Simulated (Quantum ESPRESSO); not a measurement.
**Collinear magnetic orders of InNi2SbO6 with Quantum ESPRESSO**

Wanted: the moments of InNi2SbO6 and the energy of each order that was tried.

Calculated with Quantum ESPRESSO 7.5; PBEsol with U = 6 eV on Ni d (ortho-atomic projectors); plane waves with GBRV 1.5 PBEsol potentials, no spin-orbit coupling.

The experiments to compare with:

For Ni2InSbO6, corundum-related ordered chiral polar structure (bulk crystal), “Field-induced magnetic structures in the chiral polar antiferromagnet Ni2InSbO6” (2023, arxiv:2307.09082) quotes earlier work: moment (ordered Ni2+ moment in the helical phase) 1.89 μB [Literature value from earlier neutron diffraction; long-wavelength helical order …].

### 1. Set-up

The structure is trigonal, space group R3 (No. 146). The conventional cell has a = 5.286 Å, b = 5.286 Å, c = 14.240 Å, α = 90.00°, β = 90.00°, γ = 120.00°. Nearest to In lie 6 O at 2.13 to 2.29 Å. Ni has 6 O at 2.05 to 2.15 Å nearest. Nearest to Ni lie 6 O at 2.08 to 2.16 Å. Sb has 6 O at 2.00 to 2.06 Å nearest. Nearest to O lie 1 Sb at 2.00 Å and 2 Ni at 2.08 to 2.15 Å and 1 In at 2.29 Å. Nearest to O lie 2 Ni at 2.05 to 2.16 Å and 1 Sb at 2.06 Å and 1 In at 2.13 Å. Farther neighbours and most contacts between anions are not listed.

The cell comes from Materials Project 2023-11-01, a database of computed structures, and need not be the stable phase.

### 2. Run 1, typed as ferro ++

The signs are those of the starting moments on the seeded atoms, the atoms that are given a moment.

Contents of pw.in:

```
&CONTROL
  calculation = 'scf'
  prefix = 'pwscf'
  outdir = './tmp'
  pseudo_dir = './pseudo'
  disk_io = 'nowf'
/
&SYSTEM
  ibrav = 0
  celldm(1) = 8
  nat = 10
  ntyp = 4
  ecutwfc = 40
  ecutrho = 280
  nbnd = 66
  occupations = 'smearing'
  smearing = 'fd'
  degauss = 0.00367493
  nspin = 2
  starting_magnetization(1) = 0
  starting_magnetization(2) = 0.1111
  starting_magnetization(3) = 0
  starting_magnetization(4) = 0
/
&ELECTRONS
  conv_thr = 2d-08
  electron_maxstep = 150
  mixing_beta = 0.3
/
ATOMIC_SPECIES
In    114.8180 in_pbesol_v1.4.uspp.F.UPF
Ni     58.6934 ni_pbesol_v1.4.uspp.F.UPF
Sb    121.7600 sb_pbesol_v1.4.uspp.F.UPF
O      15.9990 o_pbesol_v1.2.uspp.F.UPF
CELL_PARAMETERS alat
   0.6243546544384    0.3604713278128    1.1212377622045
  -0.6243546544384    0.3604713278128    1.1212377622045
   0.0000000000000   -0.7209426556257    1.1212377622045
ATOMIC_POSITIONS crystal
In      0.2056830000    0.2056830000    0.2056830000
Ni      0.9983680000    0.9983680000    0.9983680000
Ni      0.4931743300    0.4931743300    0.4931743300
Sb      0.6959510000    0.6959510000    0.6959510000
O       0.7864580000    0.0838620000    0.4128670000
O       0.0838620000    0.4128670000    0.7864580000
O       0.4128670000    0.7864580000    0.0838620000
O       0.3021400000    0.8828500000    0.6150450000
O       0.8828500000    0.6150450000    0.3021400000
O       0.6150450000    0.3021400000    0.8828500000
K_POINTS automatic
6 6 6 0 0 0
HUBBARD {ortho-atomic}
U Ni-3d 6.0000
```

Command:

```sh
$ OMP_NUM_THREADS=1 mpirun -n 4 pw.x -nk 4 -in pw.in > pw.out
```

Log:

```text
Program PWSCF v.7.5 starts

     Message from routine setup:
     using ibrav=0 with symmetry is DISCOURAGED, use correct ibrav instead

     K-points division:     npool     =       4
     Subspace diagonalization in iterative solution of the eigenvalue problem:

     G-vector sticks info
     --------------------
     sticks:   dense  smooth     PW     G-vecs:    dense   smooth      PW
     Sum        2109    1197    359                61349    26491    4387

     Using Slab Decomposition

     bravais-lattice index     =            0
     lattice parameter (alat)  =       8.0000  a.u.
     unit-cell volume          =     775.2129 (a.u.)^3
     number of atoms/cell      =           10
     number of atomic types    =            4
     number of electrons       =       100.00
     number of Kohn-Sham states=           66
     kinetic-energy cutoff     =      40.0000  Ry
     charge density cutoff     =     280.0000  Ry
     scf convergence threshold =      2.0E-08
     mixing beta               =       0.3000
     number of iterations used =            8  plain     mixing
     Exchange-correlation= SLA  PW   PSX  PSC
                           (   1   4  10   8   0   0   0)
     Hubbard projectors: ortho-atomic
     Hubbard parameters of DFT+U (Dudarev formulation) in eV:
     U(Ni-3d) =  6.0000

     Internal variables: lda_plus_u =T, lda_plus_u_kind = 0

     Internal variables: orbital_resolved =F, hub_pot_fix =F, apply_U = F

     celldm(1)=   8.000000  celldm(2)=   0.000000  celldm(3)=   0.000000
     celldm(4)=   0.000000  celldm(5)=   0.000000  celldm(6)=   0.000000

     crystal axes: (cart. coord. in units of alat)
               a(1) = (   0.624355   0.360471   1.121238 )
               a(2) = (  -0.624355   0.360471   1.121238 )
               a(3) = (   0.000000  -0.720943   1.121238 )

     reciprocal axes: (cart. coord. in units 2 pi/alat)
               b(1) = (  0.800827  0.462358  0.297290 )
               b(2) = ( -0.800827  0.462358  0.297290 )
               b(3) = (  0.000000 -0.924715  0.297290 )

     PseudoPot. # 1 for In read from file:
     in_pbesol_v1.4.uspp.F.UPF
     Pseudo is Ultrasoft + core correction, Zval = 13.0
     Generated by new atomic code, or converted to UPF format
     Using radial grid of  889 points,  6 beta functions with:
                l(1) =   0
                l(2) =   0
                l(3) =   1
                l(4) =   1
                l(5) =   2
                l(6) =   2
     Q(r) pseudized with  6 coefficients,  rinner =    1.400   1.400   1.400
                                                       1.400   1.400

     PseudoPot. # 2 for Ni read from file:
     ni_pbesol_v1.4.uspp.F.UPF
     Pseudo is Ultrasoft + core correction, Zval = 18.0
     Generated by new atomic code, or converted to UPF format
     Using radial grid of  865 points,  6 beta functions with:
                l(1) =   0
                l(2) =   0
                l(3) =   1
                l(4) =   1
                l(5) =   2
                l(6) =   2
     Q(r) pseudized with 10 coefficients,  rinner =    0.980   0.980   0.980
                                                       0.980   0.980

     PseudoPot. # 3 for Sb read from file:
     sb_pbesol_v1.4.uspp.F.UPF
     Pseudo is Ultrasoft + core correction, Zval = 15.0
     Generated by new atomic code, or converted to UPF format
     Using radial grid of  891 points,  6 beta functions with:
                l(1) =   0
                l(2) =   0
                l(3) =   1
                l(4) =   1
                l(5) =   2
                l(6) =   2
     Q(r) pseudized with  8 coefficients,  rinner =    1.350   1.350   1.350
                                                       1.350   1.350

     PseudoPot. # 4 for O  read from file:
     o_pbesol_v1.2.uspp.F.UPF
     Pseudo is Ultrasoft + core correction, Zval =  6.0
     Generated by new atomic code, or converted to UPF format
     Using radial grid of  737 points,  5 beta functions with:
                l(1) =   0
                l(2) =   0
                l(3) =   1
                l(4) =   1
                l(5) =   2
     Q(r) pseudized with  8 coefficients,  rinner =    0.900   0.900   0.900
                                                       0.900   0.900

     atomic species   valence    mass     pseudopotential
     In               13.00   114.81800     In( 1.00)
     Ni               18.00    58.69340     Ni( 1.00)
     Sb               15.00   121.76000     Sb( 1.00)
     O                 6.00    15.99900     O ( 1.00)

     Starting magnetic structure
     atomic species   magnetization
     In              0.000
     Ni              0.111
     Sb              0.000
     O               0.000

      3 Sym. Ops. (no inversion) found

   Cartesian axes

     site n.     atom                  positions (alat units)
         1        In     tau(   1) = (  -0.0000000  -0.0000000   0.6918586  )
         2        Ni     tau(   2) = (  -0.0000000  -0.0000000   3.3582237  )
         3        Ni     tau(   3) = (  -0.0000000  -0.0000000   1.6588970  )
         4        Sb     tau(   4) = (   0.0000000  -0.0000000   2.3409796  )
         5        O      tau(   5) = (   0.4386691   0.0160720   1.4387577  )
         6        O      tau(   6) = (  -0.2054158  -0.3879346   1.4387577  )
         7        O      tau(   7) = (  -0.2332533   0.3718626   1.4387577  )
         8        O      tau(   8) = (  -0.3625690  -0.0162573   2.0182672  )
         9        O      tau(   9) = (   0.1672053   0.3221226   2.0182672  )
        10        O      tau(  10) = (   0.1953637  -0.3058653   2.0182672  )

     number of k points=    40  Fermi-Dirac smearing, width (Ry)=  0.0037
                       cart. coord. in units 2pi/alat
        k(    1) = (   0.0000000   0.0000000   0.0000000), wk =   0.0046296
        k(    2) = (   0.0000000  -0.1541192   0.0495484), wk =   0.0277778
        k(    3) = (   0.0000000  -0.3082384   0.0990968), wk =   0.0277778
        k(    4) = (   0.0000000   0.4623576  -0.1486452), wk =   0.0138889
        k(    5) = (  -0.1334711  -0.0770596   0.0990968), wk =   0.0277778
        [... 35 further k-points ...]

     Dense  grid:    61349 G-vectors     FFT dimensions: (  60,  60,  60)

     Smooth grid:    26491 G-vectors     FFT dimensions: (  45,  45,  45)

     Check: negative core charge=   -0.000007
     Generating pointlists ...
     new r_m :   0.2073 (alat units)  1.6584 (a.u.) for type    1
     new r_m :   0.1999 (alat units)  1.5992 (a.u.) for type    2
     new r_m :   0.1953 (alat units)  1.5627 (a.u.) for type    3
     new r_m :   0.1953 (alat units)  1.5627 (a.u.) for type    4

     Initial potential from superposition of free atoms

     starting charge      93.5000, renormalised to     100.0000

     STARTING HUBBARD OCCUPATIONS:

     =================== HUBBARD OCCUPATIONS ===================
     ------------------------ ATOM    2 ------------------------
     Tr[ns(  2)] (up, down, total) =   5.00000  3.00000  8.00000
     Atomic magnetic moment for atom   2 =   2.00000
     [... lines left out ...]
     ------------------------ ATOM    3 ------------------------
     Tr[ns(  3)] (up, down, total) =   5.00000  3.00000  8.00000
     Atomic magnetic moment for atom   3 =   2.00000
     [... lines left out ...]
     Number of occupied Hubbard levels =   16.0000

     Atomic wfc used for Hubbard projectors are orthogonalized

     Starting wfcs are   68 randomized atomic wfcs

     Self-consistent Calculation

     iteration #  1     ecut=    40.00 Ry     beta= 0.30
     Davidson diagonalization with overlap
     ethr =  1.00E-02,  avg # of iterations =  4.1

     =================== HUBBARD OCCUPATIONS ===================
     ------------------------ ATOM    2 ------------------------
     Tr[ns(  2)] (up, down, total) =   2.56501  0.25983  2.82484
     Atomic magnetic moment for atom   2 =   2.30517
     [... lines left out ...]
     ------------------------ ATOM    3 ------------------------
     Tr[ns(  3)] (up, down, total) =   2.77850  0.28899  3.06749
     Atomic magnetic moment for atom   3 =   2.48951
     [... lines left out ...]
     Number of occupied Hubbard levels =    5.8923

     total energy              =   -1174.30809767 Ry
     estimated scf accuracy    <      66.62368294 Ry

     total magnetization       =     5.45 Bohr mag/cell
     absolute magnetization    =     5.71 Bohr mag/cell

     iteration #  2     ecut=    40.00 Ry     beta= 0.30
     Davidson diagonalization with overlap
     ethr =  1.00E-02,  avg # of iterations =  3.0

     total energy              =   -1194.96281485 Ry
     estimated scf accuracy    <      40.19499011 Ry

     total magnetization       =     0.13 Bohr mag/cell
     absolute magnetization    =     0.41 Bohr mag/cell

     iteration #  3     ecut=    40.00 Ry     beta= 0.30
     Davidson diagonalization with overlap
     ethr =  1.00E-02,  avg # of iterations =  2.0

     total energy              =   -1194.93389718 Ry
     estimated scf accuracy    <       9.28072119 Ry

     total magnetization       =     1.45 Bohr mag/cell
     absolute magnetization    =     1.45 Bohr mag/cell

     [... further iterations left out ...]

     iteration # 19     ecut=    40.00 Ry     beta= 0.30
     Davidson diagonalization with overlap
     ethr =  1.50E-10,  avg # of iterations =  1.0

     total energy              =   -1197.11050404 Ry
     estimated scf accuracy    <       0.00000010 Ry

     total magnetization       =     4.00 Bohr mag/cell
     absolute magnetization    =     4.07 Bohr mag/cell

     iteration # 20     ecut=    40.00 Ry     beta= 0.30
     Davidson diagonalization with overlap
     ethr =  1.02E-10,  avg # of iterations =  1.8

     total energy              =   -1197.11050429 Ry
     estimated scf accuracy    <       0.00000006 Ry

     total magnetization       =     4.00 Bohr mag/cell
     absolute magnetization    =     4.07 Bohr mag/cell

     iteration # 21     ecut=    40.00 Ry     beta= 0.30
     Davidson diagonalization with overlap
     ethr =  6.18E-11,  avg # of iterations =  2.0

     total energy              =   -1197.11050445 Ry
     estimated scf accuracy    <       0.00000003 Ry

     total magnetization       =     4.00 Bohr mag/cell
     absolute magnetization    =     4.07 Bohr mag/cell

     iteration # 22     ecut=    40.00 Ry     beta= 0.30
     Davidson diagonalization with overlap
     ethr =  3.35E-11,  avg # of iterations =  2.0

     Magnetic moment per site  (integrated on atomic sphere of radius R)
     atom   1 (R=0.207)  charge=  9.3053  magn=  0.0001
     atom   2 (R=0.200)  charge= 15.5109  magn=  1.7074
     atom   3 (R=0.200)  charge= 15.4964  magn=  1.7109
     atom   4 (R=0.195)  charge= 10.0941  magn=  0.0005
     atom   5 (R=0.195)  charge=  5.4773  magn=  0.0706
     atom   6 (R=0.195)  charge=  5.4773  magn=  0.0706
     atom   7 (R=0.195)  charge=  5.4773  magn=  0.0706
     atom   8 (R=0.195)  charge=  5.4962  magn=  0.0764
     atom   9 (R=0.195)  charge=  5.4962  magn=  0.0764
     atom  10 (R=0.195)  charge=  5.4962  magn=  0.0764

     End of self-consistent calculation

     =================== HUBBARD OCCUPATIONS ===================
     ------------------------ ATOM    2 ------------------------
     Tr[ns(  2)] (up, down, total) =   4.97708  3.23991  8.21699
     Atomic magnetic moment for atom   2 =   1.73717
     [... lines left out ...]
     ------------------------ ATOM    3 ------------------------
     Tr[ns(  3)] (up, down, total) =   4.97753  3.23089  8.20842
     Atomic magnetic moment for atom   3 =   1.74664
     [... lines left out ...]
     Number of occupied Hubbard levels =   16.4254

     [... lines left out ...]
     the Fermi energy is    10.3429 ev

!    total energy              =   -1197.11050473 Ry
     estimated scf accuracy    <       0.00000001 Ry
     smearing contrib. (-TS)   =      -0.00000005 Ry
     internal energy E=F+TS    =   -1197.11050468 Ry

     The total energy is F=E-TS. E is the sum of the following terms:
     one-electron contribution =    -672.06929679 Ry
     hartree contribution      =     399.27300516 Ry
     xc contribution           =    -194.84761756 Ry
     ewald contribution        =    -729.59168876 Ry
     Hubbard energy            =       0.12509327 Ry

     total magnetization       =     4.00 Bohr mag/cell
     absolute magnetization    =     4.07 Bohr mag/cell

     convergence has been achieved in  22 iterations

=------------------------------------------------------------------------------=
   JOB DONE.
=------------------------------------------------------------------------------=
```

Run time: 3.5 min. Hardware: 4 MPI ranks of Arm Neoverse V2, shared host; peak memory 0.99 GiB.

Spin moment in the atom's sphere by atom:

| atom | spin moment in the atom's sphere (μB) |
| --- | --- |
| In1 | 0.00 |
| Ni2 | 1.71 |
| Ni3 | 1.71 |
| Sb4 | 0.00 |
| O5 | 0.07 |
| O6 | 0.07 |
| O7 | 0.07 |
| O8 | 0.08 |
| O9 | 0.08 |
| O10 | 0.08 |

This step gave:

```yaml
smearing_term_ts: 7.30e-7 eV
magnetization: 4 μB
absolute_magnetization: 4.073 μB
final_state: ferromagnetic
```

[end of part 1 of 3]

[Logs and program files are shortened in this print: banners, set-up blocks, solver, clock and traceback lines can be left out without a mark of their own.]

[Logs are printed without paths, hosts, clocks, repeated set-up lines and the standing remarks that a program may print on its own settings, such as how far it seeks lower states.]

[Hosts, paths, dates, database ids (printed as entryN), source tags and the programs' standing remarks are cut or masked in the printed files.]

[Where a cell is said to come from a database of computed structures, the database is the Materials Project.]
